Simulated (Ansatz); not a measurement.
# Lattice dynamics of Hf2NO2 monolayer, part 2 of 3

Aim: the vibrations of Hf2NO2 monolayer, their spectra, and whether the structure is stable.

Ansatz 0.2.0; DFT PBEsol, scalar-relativistic, plane waves, PAW.

So far. Step 2 (Rough relaxation): The program solves this slab on a cell height of its own, 32.6 Å, in place of the one typed.

## (4) Tight relaxation

Phonons need a cell at rest on their own settings, so the relaxation is repeated with tight tolerances on forces and stress on the k mesh and occupations of the first response run.

The input, input.yaml:

```yaml
crystal:
  lattice:
    - [3.1944776251, 0.0, 0.0]
    - [-1.5972388125, 2.7664987752, 0.0]
    - [0.0, 0.0, 32.6]
  atoms:
    - { symbol: "N", position: [0.0, 0.0, 0.3067484663] }
    - { symbol: Hf, position: [0.3333333333, 0.6666666667, 0.3473913474] }
    - { symbol: Hf, position: [0.6666666667, 0.3333333333, 0.2661055851] }
    - { symbol: O, position: [0.6666666667, 0.3333333333, 0.3775152543] }
    - { symbol: O, position: [0.3333333333, 0.6666666667, 0.2359816783] }
  periodic: [true, true, false]
kpoints:
  mp_grid: { grid: [12, 12, 1] }
hamiltonian:
  xc: pbesol
scf:
  occupations: { method: methfessel_paxton, width: 0.15 }
output:
  forces: true
  stress: true
  eigenvalues: true
  write_density: true
  write_potential: true
  elf: true
  volumetric_format: npy
relax:
  adjacent_minimum: "off"
  f_tol: 0.001
  max_steps: 60
  cell: { stress_2d_tol: 0.002 }
```

The run is started by

```bash
$ ansatz run input.yaml --threads 8 --pin off --max-ram 14336MiB --backend cpu --events-out ev --progress --plain --runs-dir out
```

Numbers of over 12 decimals in the logs are rounded to 6 here.

What it wrote:

```text
[...]
Crystal: 5 atoms, lattice volume = 288.103 Å³
Basis set: ecut = 420 eV, 5737 PW (Γ), exchange–correlation on 48×48×450 points (8 copies of the dense FFT grid, shifted against one another)
Bands: 42, of which v1, the nominal top of the filled ones, is band 35 counted from 1 (34 counted from 0)
Symmetry: 12 space group operations
[...]
k-points: 19 of 144
[...]
cell:  # Å, volume = 288.0811 Å³
    - [3.194355, -2.886639233744036e-11, 0]
    - [-1.597178, 2.766393, 0]
    - [0, 0, 32.6]
  atoms:
    - { symbol: N, position: [0, 0, 0.306748] }
    - { symbol: Hf, position: [0.333333, 0.666667, 0.347389] }
    - { symbol: Hf, position: [0.666667, 0.333333, 0.266108] }
    - { symbol: O, position: [0.666667, 0.333333, 0.377525] }
    - { symbol: O, position: [0.333333, 0.666667, 0.235972] }
[key lines of the parts left out:]
SCF converged after 8 iterations
Free energy (F): -32704.265040 eV
Fermi energy:    -4.615998 eV
P = ½ c Tr σ = 0.0013 N/m
```

Elapsed: 13 s, on 8 threads of Arm Neoverse V2, shared host; peak memory 1 GiB; 94 s of CPU time.

Little changed from the start: no atom moved by 0.005 Å and no cell edge by 0.1 %.

Numbers from this step:

| Quantity | Value |
| --- | --- |
| area per atom | 1.767 Å² |

ELF in the ac plane at fractional y = 0.333, with atoms of Hf and O within 0.2 Å of it. It is the smooth field of the valence electrons, not physical close to the nuclei.

Ten even steps from '_' (0.00) to '@' (0.81), each cell a mean:
```
________________________________
________________________________
________________________________
________________________________
________________________________
________________________________
________________________________
________________________________
________________________________
________________________________
________________________________
________________________________
________________________________
______________......::::......__
==..____..--**%%@@@@%%##%%@@%%##
..::::--::::::--++********++==::
==++****++==--::::::::::::::::--
..::----::..::**%%@@@@@@@@@@##--
==****##**==--....::::::::....::
________________________________
________________________________
________________________________
________________________________
________________________________
```
Columns run along a (3.2 Å), rows up along c (32.6 Å). Atoms in or near the plane, at fractional coordinates: Hf at (0.67, 0.27), O at (0.67, 0.38).

Electrostatic potential energy in the ac plane at fractional y = 0.333, with atoms of Hf and O within 0.2 Å of it. With pseudopotentials it is smooth inside the atoms' cores, unlike the true potential.

Ten even steps from '0' (-34 eV) to '9' (0 eV), each cell a mean:
```
9999999999999999
9999999999999999
9999999999999999
9999999999999999
9999999999999999
9999999999999999
9999999999999999
9999999999999999
9999999999999999
9999999999999999
9999999999999999
9999999999999999
9999999999999999
9999999999999999
9888899854333479
5433456665555676
7777777776666677
5778763000000002
8999988766556678
9999999999999999
9999999999999999
9999999999999999
9999999999999999
9999999999999999
```
Columns run along a (3.2 Å; values clipped at the 3rd and 97th percentile), rows up along c (32.6 Å). Atoms in or near the plane, at fractional coordinates: Hf at (0.67, 0.27), O at (0.67, 0.38).

Valence density in the ac plane at fractional y = 0.333, with atoms of Hf and O within 0.2 Å of it. It is the smooth field of the valence electrons, not physical close to the nuclei.

Ten steps, logarithmic in the rise over the least value, from '0' (0 e/Å³) to '9' (20 e/Å³), each cell a mean:
```
0000000000000000
0000000000000000
0000000000000000
0000000000000000
0000000000000000
0000000000000000
0000000000000000
0000000000000000
0000000000000000
0000000000000000
0000000000000000
0000000000000000
0000000000000000
0000000000000000
1000011245665432
2233322234444322
2222221122222211
2111123579999863
1112111122333211
0000000000000000
0000000000000000
0000000000000000
0000000000000000
0000000000000000
```
Columns run along a (3.2 Å), rows up along c (32.6 Å). Atoms in or near the plane, at fractional coordinates: Hf at (0.67, 0.27), O at (0.67, 0.38).

The largest force component left is 0.39 meV/Å, within the tolerances set.

## (5) Linear response at the zone centre

The zone centre comes first: it holds the modes that light can see, as far as symmetry allows. No field response is asked, since the mesh shows no gap.

The input, input.yaml:

```yaml
crystal:
  lattice:
    - [3.194355392, 0.0, 0.0]
    - [-1.597177696, 2.7663929182, 0.0]
    - [0.0, 0.0, 32.6]
  atoms:
    - { symbol: "N", position: [0.0, 0.0, 0.3067484663] }
    - { symbol: Hf, position: [0.3333333333, 0.6666666667, 0.34738925] }
    - { symbol: Hf, position: [0.6666666667, 0.3333333333, 0.2661076825] }
    - { symbol: O, position: [0.6666666667, 0.3333333333, 0.3775246402] }
    - { symbol: O, position: [0.3333333333, 0.6666666667, 0.2359722924] }
  periodic: [true, true, false]
kpoints:
  mp_grid: { grid: [12, 12, 1] }
hamiltonian:
  xc: pbesol
scf:
  occupations: { method: methfessel_paxton, width: 0.15 }
output:
  eigenvalues: true
phonons:
  method: dfpt
```

What it wrote:

```text
Warning: crystal.symmetry: narrowed to the stabiliser of the run's FFT grids — unitary ops 12 → 6. A phonons.method: dfpt run fills in the rows of the dynamical matrix that it does not solve by its symmetry operations, which is exact only for operations that map its FFT grids onto themselves: filled in by any other, the frequencies could depend on the order in which like atoms are typed, or, by more than the grids' own error, on where the crystal sits among the grids' points. Excluded: 6 operations. The run can therefore solve more perturbations, solve them on more k-points, or both, and cost more. [rest of the remark cut]
[...]
Crystal: 5 atoms, lattice volume = 288.081 Å³
Basis set: ecut = 420 eV, 5737 PW (Γ), exchange–correlation on 48×48×450 points (8 copies of the dense FFT grid, shifted against one another)
Bands: 42, of which v1, the nominal top of the filled ones, is band 35 counted from 1 (34 counted from 0)
Symmetry: 12 space group operations
k-points: 43 of 144 (irreducible under 2 space group operations, time reversal used)
[...]
SCF iter   1: F=—  HF=-32704.299343 eV  |F-HF|=—  |Δ(HF+E_count)|=         —  Δρ=7.45e-3  dr2=1.79e-1  ethr=1.77e-3  ⟨swp⟩=11.7  Hψ=11873  notcnv=0
[...]
SCF iter  11: F=-32704.265040 eV  HF=-32704.265040 eV  |F-HF|=2.18e-10  |Δ(HF+E_count)|=   1.66e-9  S|Δr|=    0.00e0  Δρ=4.27e-8  dr2=2.83e-12  ethr=1.00e-12  ⟨swp⟩=23.7  Hψ=17110  notcnv=0
SCF 1 converged in 11 iterations: F = -32704.265040 eV  dr2 = 2.83e-12
[...]
DFPT response loops at Γ: preconditioner auto → none (partly filled bands, converged f_vac=0.779); β = 0.50; Broyden in place of MSR1
SCF converged after 11 iterations
[...]
Free energy (F): -32704.265040 eV
[...]
Internal energy: -32704.257549 eV  (E = F + TS)
E sigma→0 (E₀):  -32704.263168 eV
Entropy (-TS):   -0.007492 eV (-1.498 meV/atom)
Fermi energy:    -4.615998 eV
[...]
--- Band table (eV; the first three rows and the last of 43) ---
  k-point 0: bands = [... 31 lower, -8.4294, -7.9468, -7.9468, -3.9872, -3.9872, -3.8472, -2.1440, -2.0499, ... 3 higher]
  k-point 1: bands = [... 31 lower, -8.4291, -8.2423, -8.1180, -4.1562, -3.7450, -3.6909, -2.1306, -1.9899, ... 3 higher]
  k-point 2: bands = [... 31 lower, -9.3155, -8.4734, -8.0964, -4.6041, -3.3191, -3.1958, -1.9056, -1.7291, ... 3 higher]
  k-point 42: bands = [... 31 lower, -9.5154, -9.0959, -8.9418, -4.0818, -3.3580, -2.0712, -1.6501, -1.0082, ... 3 higher]
  ° read free of the cell's end (the report's vacuum.weakly_bound_levels)
--- Phonons (Γ-DFPT): 10 representative perturbations + reference, on 43 of 144 k-points (Σ response iterations 50) ---
  ASR residual: 4.840e-5 → 0.000e0 eV/Å²; symmetrization residual: 1.161e-5 eV/Å²
  The last average, over the group as it would stand without the narrowing to the FFT grids, took up to 4.653e-6 eV/Å² of the zone centre's force constants
  ASR residual per site (eV/Å²): 4.84e-5 9.35e-6 1.02e-5 1.99e-5 1.65e-5
  Γ frequencies (cm⁻¹): 0.00 0.00 0.00 66.74 66.74 175.40 302.22 302.22 378.83 378.83 505.13 505.13 528.34 536.19 598.43
  non-analytic LO–TO correction: not included (Born effective charges unavailable; polar crystals: no LO–TO splitting at Γ)
```

It took 2 min on 8 threads; peak memory 2.1 GiB; 15 min of CPU time.

This step gave:

```yaml
sum_rule_residual_before_enforcement: 4.84e-5 eV/Å²
point_group: -3m
highest_optical_mode_at_the_zone_centre_no_lo_to_term: 598.4 cm⁻¹
lowest_optical_zone_centre_mode: 66.74 cm⁻¹
```

Patterns of degenerate modes are one choice out of their space. The modes at Γ (shares of kinetic energy by element, %):

```csv
mode,frequency (cm⁻¹),symmetry,N %,Hf %,O %
1,0.0,acoustic,3,89,8
2,0.0,acoustic,3,89,8
3,0.0,acoustic,3,89,8
4,66.7,Eg,0,100,0
5,66.7,Eg,0,100,0
6,175.4,A1g,0,91,9
7,302.2,Eg,0,0,100
8,302.2,Eg,0,0,100
9,378.8,Eu,16,11,72
10,378.8,Eu,16,11,72
11,505.1,Eu,80,0,20
12,505.1,Eu,80,0,20
13,528.3,A1g,0,9,91
14,536.2,A2u,6,5,88
15,598.4,A2u,90,6,4
```

Displacements in mode 5 (66.7 cm⁻¹), the largest set to 1:
```
N1   0.00  0.00  0.00
Hf2 -1.00 -0.07  0.00
Hf3  1.00  0.07  0.00
O4  -0.23 -0.02  0.00
O5   0.23  0.02  0.00
```

Displacements in mode 15 (598.4 cm⁻¹), the largest set to 1:
```
N1   0.00  0.00  1.00
Hf2  0.00  0.00 -0.05
Hf3  0.00  0.00 -0.05
O4   0.00  0.00  0.14
O5   0.00  0.00  0.14
```

Before it was imposed, the acoustic sum rule was missed by 4.8e-5 eV/Å². Small misses are needed for a sound result but don't prove that mesh and cutoff are converged. The lowest optical mode is real, 66.7 cm⁻¹.

## (6) Response at finite wavevector

Stability and thermal properties need the whole zone. Linear response on a 4×4×1 q mesh gives force constants as far as a supercell of that size would.

Edit input.yaml of step 5 so:

```diff
@@ -22 +22,10 @@
   method: dfpt
+  qmesh: [4, 4, 1]
+  temperatures: { t_max: 1000, t_step: 50 }
+  qpath:
+    path:
+      - [0.0, 0.0, 0.0]
+      - [0.5, 0.0, 0.0]
+      - [0.33333333, 0.33333333, 0.0]
+      - [0.0, 0.0, 0.0]
+    npoints: 10
```

What it wrote:

```text
[...]
Crystal: 5 atoms, lattice volume = 288.081 Å³
Basis set: ecut = 420 eV, 5737 PW (Γ), exchange–correlation on 48×48×450 points (8 copies of the dense FFT grid, shifted against one another)
Bands: 42, of which v1, the nominal top of the filled ones, is band 35 counted from 1 (34 counted from 0)
Symmetry: 12 space group operations
k-points: 19 of 144 (irreducible under 6 space group operations, time reversal used)
[...]
SCF iter   1: F=—  HF=-32704.299680 eV  |F-HF|=—  |Δ(HF+E_count)|=         —  Δρ=7.48e-3  dr2=1.79e-1  ethr=1.77e-3  ⟨swp⟩=11.9  Hψ=5265  notcnv=0
[...]
SCF iter  11: F=-32704.265040 eV  HF=-32704.265040 eV  |F-HF|=2.33e-10  |Δ(HF+E_count)|=  9.02e-10  S|Δr|=    0.00e0  Δρ=5.10e-8  dr2=4.76e-12  ethr=1.00e-12  ⟨swp⟩=23.7  Hψ=7733  notcnv=0
SCF 1 converged in 11 iterations: F = -32704.265040 eV  dr2 = 4.76e-12
[...]
phonons: the bands overlap, so this run is a metal and interpolates without the dipole-dipole term. If the crystal is really an insulator or semiconductor, its LO-TO splitting is missing
NSCF: frozen V_eff on 19 k-points
[...]
DFPT response loops at q = (0, 0, 0) (fractional): preconditioner auto → none (partly filled bands, converged f_vac=0.779); β = 0.50; Broyden in place of MSR1
[...]
SCF converged after 11 iterations
[...]
Free energy (F): -32704.265040 eV
[...]
Internal energy: -32704.257549 eV  (E = F + TS)
E sigma→0 (E₀):  -32704.263168 eV
Entropy (-TS):   -0.007492 eV (-1.498 meV/atom)
Fermi energy:    -4.616000 eV
[...]
--- Band table (eV; the first three rows and the last of 19) ---
  k-point 0: bands = [... 31 lower, -8.4294, -7.9468, -7.9468, -3.9872, -3.9872, -3.8472, -2.1440, -2.0499, ... 3 higher]
  k-point 1: bands = [... 31 lower, -8.4291, -8.2423, -8.1180, -4.1562, -3.7450, -3.6909, -2.1306, -1.9899, ... 3 higher]
  k-point 2: bands = [... 31 lower, -9.3155, -8.4734, -8.0964, -4.6041, -3.3191, -3.1958, -1.9056, -1.7291, ... 3 higher]
  k-point 18: bands = [... 31 lower, -9.7499, -9.1050, -9.1050, -3.4978, -2.9064, -2.9064, -1.6242, -0.9975, ... 3 higher]
  ° read free of the cell's end (the report's vacuum.weakly_bound_levels)
--- Phonons (Γ-DFPT): 10 representative perturbations + reference (Σ response iterations 46) ---
  ASR residual: 3.397e-5 → 0.000e0 eV/Å²; symmetrization residual: 3.078e-6 eV/Å²
[...]
ASR residual per site (eV/Å²): 3.32e-5 1.25e-5 1.13e-5 3.03e-5 3.40e-5
[...]
--- Phonons (arbitrary-q DFPT): 4 irreducible q on the 4×4×1 mesh ---
  q = [0.0000, 0.0000, 0.0000] (star 1, of the zone-centre solve; hermiticity 2.10e-7, symmetrization 5.89e-12, taken by the last average 2.72e-8): -0.00 0.00 0.00 66.74 66.74 175.40 302.22 302.22 378.83 378.83 505.13 505.13 528.34 536.19 598.43
  q = [0.0000, 0.2500, 0.0000] (star 6, 15 solved perturbations on 78 of 144 k-point pairs; hermiticity 2.03e-7, symmetrization 6.20e-11, taken by the last average 1.22e-7): -80.93 72.46 81.47 101.83 132.72 145.57 336.50 357.31 386.03 400.72 414.35 475.27 481.80 490.96 575.91
[...]
q = [0.2500, 0.2500, 0.0000] (star 6, 10 solved perturbations in 1110 linear systems a pass and spin channel, the states on 144 of 144 k-point pairs; hermiticity 1.23e-7, symmetrization 2.24e-11, taken by the last average 7.02e-7): -133.44 79.56 133.88 135.77 154.18 175.76 376.77 397.37 416.64 431.19 449.71 452.14 477.77 482.52 576.77
  sum rule: each row above includes the acoustic sum rule's correction from the zone centre's row sums; it moved no ω² by more than (0.80 cm⁻¹)²
  mesh force constants: q→R imaginary residual 3.44e-18; ASR residual 3.397e-5 → 0.000e0 eV/Å²; symmetrization residual 1.599e-14 eV/Å²
  interpolated dispersion: 31 rows × 15 modes
  density of states and harmonic sums: on the 24×24×1 q-mesh, interpolated from the force constants of a 4×4×1 supercell (no non-analytic term)
  largest difference from the sums on the solved wave vectors: F 6.64e-2 eV, S 8.39e-5 and C_V 2.15e-5 eV/K
  zero-point energy: 0.287299 eV/cell   skipped modes (ω ≤ 0): 44, of them read as no rigid motion or as one in doubt: 41 (7.292e-1 modes/cell left out, lowest -154.48 cm⁻¹)   left out of the sums: 4.90e-2 of the cell's modes: C_V's classical limit lies that fraction below 3 k_B per atom; for a crystal, a wire or a layer, F and S can be off by more, and a phonons.interpolated_qmesh denser along its periods is the remedy for the sampling
```

Elapsed: 10 min, on 8 threads; peak memory 4.2 GiB.

This step gave:

```
sum-rule residual before enforcement                    : 3.40e-5 eV/Å²
lowest frequency on the path                            : -154.2 cm⁻¹
highest frequency on the path or at a solved wavevector : 598.4 cm⁻¹
lowest mode on the q mesh (acoustic modes at Γ apart)   : -133.4 cm⁻¹
```

Frequencies (cm⁻¹) solved at each irreducible wavevector; negative means imaginary. Frequencies by wavevector, by row:

```csv
q in reciprocal lattice units,star,mode 1,mode 2,mode 3,mode 4,mode 13,mode 14,mode 15
0 0 0,1,0,0,0,66.7,528.3,536.2,598.4
0 0.25 0,6,-80.9,72.5,81.5,101.8,481.8,491,575.9
0 -0.5 0,3,88.4,113.8,118.6,134.9,486.8,504,582.2
0.25 0.25 0,6,-133.4,79.6,133.9,135.8,477.8,482.5,576.8
```

Interpolated from a 4×4×1 q mesh. The phonon branches at the labelled points (cm⁻¹):

```csv
point,branch 1,branch 2,branch 3,branch 4,branch 12,branch 13,branch 14,branch 15
Γ,0,0,0,67,505,528,536,598
halfway,-81,72,82,102,475,482,491,576
M,88,114,119,135,471,487,504,582
halfway,-17,99,116,132,460,475,492,577
K,29,78,78,158,452,456,456,580
halfway,-135,80,92,111,441,480,492,576
Γ,0,0,0,67,505,528,536,598
```

Tetrahedra on a 24×24×1 mesh, mean over bins of 10 cm-1. Interpolated from a 4×4×1 q mesh. Table of phonon density of states by wavenumber; read off at these points:

wavenumber (cm⁻¹), phonon density of states (1/cm⁻¹/cell) and a bar:
```
     -155     0.0014 
     -135     0.0058 ##
     -115     0.0064 ##
      -95     0.0072 ###
      -75     0.0047 ##
      -55     0.0050 ##
      -35     0.0025 #
      -15     0.0018 #
        5     0.0028 #
       25     0.0064 ##
       45     0.0086 ###
       65     0.0209 #######
       85     0.0624 ######################
      105     0.0289 ##########
      125     0.0398 ##############
      145     0.0321 ###########
      155     0.0502 ##################
      165     0.0378 #############
      185     0.0181 ######
      205     0.0000 
      235     0.0000 
      255     0.0000 
      275     0.0000 
      295     0.0000 
      315     0.0057 ##
      335     0.0171 ######
      355     0.0352 #############
      375     0.0212 ########
      395     0.0519 ###################
      405     0.0614 ######################
      415     0.0547 ###################
      435     0.0444 ################
      455     0.0416 ###############
      475     0.0583 #####################
      485     0.0842 ##############################
      495     0.0445 ################
      515     0.0084 ###
      535     0.0019 #
      555     0.0000 
      575     0.0813 #############################
      595     0.0041 #
```

(Continued in part 3 of 3.)

[Logs are printed without paths, hosts, clocks, repeated set-up lines and the standing remarks that a program may print on its own settings, such as how far it seeks lower states.]

[Hosts, paths, dates, database ids (printed as entryN), source tags and the programs' standing remarks are cut or masked in the printed files.]
